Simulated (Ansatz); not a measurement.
Rows from a G0W0 calculation on MoPbO4 (Wulfenite) (Ansatz 0.2.0; G0W0 on r2SCAN, plane waves, PAW; 4×4×4 mesh, 1602 empty bands, screening to 250 eV, hard PAW files), in eV. Spin-orbit coupling is left out.

```tsv
row	k	band	start	Σx	Σc at the solution	Vxc
A	(0.250, -0.250, 0.250)	c1	10.923	-14.431	-4.534	-19.688
B	(0.250, -0.250, 0.250)	c2	11.490	-15.149	-4.598	-20.557
C	(0.000, 0.250, 0.250)	v1	7.865	-23.985	2.378	-21.032
D	(0.250, -0.250, 0.250)	v1	7.770	-23.957	2.412	-20.979
E	(0.000, 0.250, 0.250)	c2	11.524	-15.606	-4.610	-21.057
F	(0.000, 0.250, 0.250)	c1	11.172	-14.885	-4.548	-20.199
```

Q: Work out each quasiparticle level and how far it moved.

The quasiparticle equation reads E = start + Σx + Σc(E) − Vxc.

```tsv
row	E (eV)	shift (eV)
A	11.646	+0.723
B	12.300	+0.810
C	7.289	−0.575
D	7.204	−0.566
E	12.366	+0.842
F	11.938	+0.766
```

The gap over the computed points goes from 3.06 eV to 4.36 eV.

Limits: not at the basis limit; no spin-orbit coupling.

[Paths, hosts, dates, memory and timing lines, banners, echoed tables and standing remarks are left out of the program output.]

[Logs are printed without paths, hosts, clocks, repeated set-up lines and the standing remarks that a program may print on its own settings, such as how far it seeks lower states.]

[Runs of the session that timed out or met a known fault of the program may be left out.]

[Cells called generated may have been cut or substituted from an entry of the Crystallography Open Database or the Materials Project.]

[Hosts, paths, dates, database ids (printed as entryN), source tags and the programs' standing remarks are cut or masked in the printed files.]
